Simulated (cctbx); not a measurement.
## Solving a structure by charge flipping

Cell a = 7.8560 Å, b = 7.8560 Å, c = 7.8560 Å, α = 90.00°, β = 90.00°, γ = 90.00°; space group Fd-3m (no. 227, origin choice 1); content Yb8 Ti16.

The data are simulated with cctbx, not measured: Ag Kα, λ = 0.56087 Å, to d = 0.65 Å, 70 % of the full sphere, strongest reflection 70000 counts, noise from counting, a 6 % proportional error and a noise floor of 15 counts (s.d.); no absorption.

Charge flipping in P1 on normalised amplitudes to 0.9 Å, δ = 1 σ, 20 % of the reflections treated as weak, 300 cycles:

```text
cycle      R  skewness
    0  0.544     0.15
   25  0.335     5.51
   50  0.264     4.95
   75  0.237     5.02
  100  0.282     5.25
  125  0.263     5.38
  150  0.280     5.14
  175  0.266     5.34
  200  0.261     5.23
  225  0.269     5.23
  250  0.252     5.34
  275  0.284     5.02
origin shift          correlation  skewness
 0.467  0.292  0.432      0.895      5.09
 0.141  0.477  0.223      0.911     -0.06
 0.193  0.152  0.011      0.852      0.27
 0.389  0.369  0.074      0.874      7.07
taken: symmetry correlation 0.874, skewness 7.07
peak      x       y       z  mult  height/sigma
Q1    0.0000  0.0000  0.0000    8     16.6
Q2    0.1250  0.1250  0.6250   16      5.0
Q3    0.0945  0.0945  0.9055   32      1.0
Q4    0.0000  0.0000  0.1662   48      1.0
Q5    0.0000  0.0000  0.5000    8      0.7
Q6    0.0011  0.1886  0.1886   96      0.3
Q7    0.0291  0.1418  0.3582   96      0.1
```

The origin is taken among those within 0.04 of the best correlation, by the skewness of the map.

It took 1.1 s on 1 thread of Arm Neoverse V2, with other jobs on the host, peak memory 0.08 GiB.

Q: Assign the peaks.

Heights go roughly as Z and multiplicities must add up to the content. First model: Q1 = Yb1 (8 in the cell, height 16.6) and Q2 = Ti1 (16 in the cell, height 5.0). Against the true structure, Q1 is Yb and Q2 is Ti; the other peaks are not atoms.

Least squares on F², isotropic:

```text
Rint 0.050, 63 unique reflections to 0.65 A
cycle     R1     wR2    GooF  max shift (A)
   1  0.0845  0.3663  22.837   0.00000
   2  0.0118  0.0260   1.622   0.00000
final R1 0.0118 wR2 0.0260 GooF 1.622  parameters 2  data/parameter 31.5
atom        x        y        z      Ueq    occ   su(xyz)  su(Uiso or U11)
Yb1    0.00000  0.00000  0.00000   0.0169  1.000  0.00000  0.0001
Ti1    0.12500  0.12500  0.62500   0.0313  1.000  0.00000  0.0002
difference map: max 0.74 min -0.99 rms 0.17
Q1    0.0000  0.0000  0.2717   48    0.75  1.61 A from Ti1
Q2    0.1250  0.1250  0.6250   16    0.51  0.00 A from Ti1
Q3    0.0720  0.1388  0.8612   96    0.51  1.64 A from Yb1
Q4    0.0000  0.0000  0.0000    8    0.35  0.00 A from Yb1
Q5    0.0578  0.0578  0.9422   32    0.24  0.79 A from Yb1
```

Anisotropic refinement:

```text
Rint 0.050, 63 unique reflections to 0.65 A
cycle     R1     wR2    GooF  max shift (A)
   1  0.0118  0.0260   1.637   0.00000
   2  0.0095  0.0174   1.093   0.00000
final R1 0.0095 wR2 0.0174 GooF 1.093  parameters 3  data/parameter 21.0
atom        x        y        z      Ueq    occ   su(xyz)  su(Uiso or U11)
Yb1    0.00000  0.00000  0.00000   0.0170  1.000  0.00000  0.0001
Ti1    0.12500  0.12500  0.62500   0.0314  1.000  0.00000  0.0001
difference map: max 0.79 min -0.35 rms 0.15
Q1    0.0000  0.0000  0.2686   48    0.79  1.62 A from Ti1
Q2    0.0733  0.1340  0.8660   96    0.37  1.60 A from Yb1
Q3    0.0381  0.0381  0.1803   96    0.22  1.48 A from Yb1
Q4    0.0879  0.0879  0.5879   32    0.21  0.51 A from Ti1
Q5    0.0279  0.1347  0.6347   96    0.19  0.77 A from Ti1
Q6    0.0479  0.0479  0.9521   32    0.16  0.65 A from Yb1
```

**Reading.** The refinement ends at R1 = 0.0095, wR2 = 0.0174, GooF = 1.09, with difference density between -0.35 and 0.79 e/Å³. Every site matches the true model in element, within 0.001 Å r.m.s., up to an allowed shift of origin.

True model:

| atom | mult. | x | y | z | Ueq (Å²) |
| --- | --- | --- | --- | --- | --- |
| Yb1 | 8 | 1/4 | 3/4 | 1/4 | 0.0170 |
| Ti1 | 16 | 3/8 | 1/8 | 3/8 | 0.0316 |

This is a model crystal, built by substitution and not relaxed, with assumed displacement parameters.

[Middle refinement cycles are left out of these outputs.]

[Logs are printed without paths, hosts, clocks, repeated set-up lines and the standing remarks that a program may print on its own settings, such as how far it seeks lower states.]
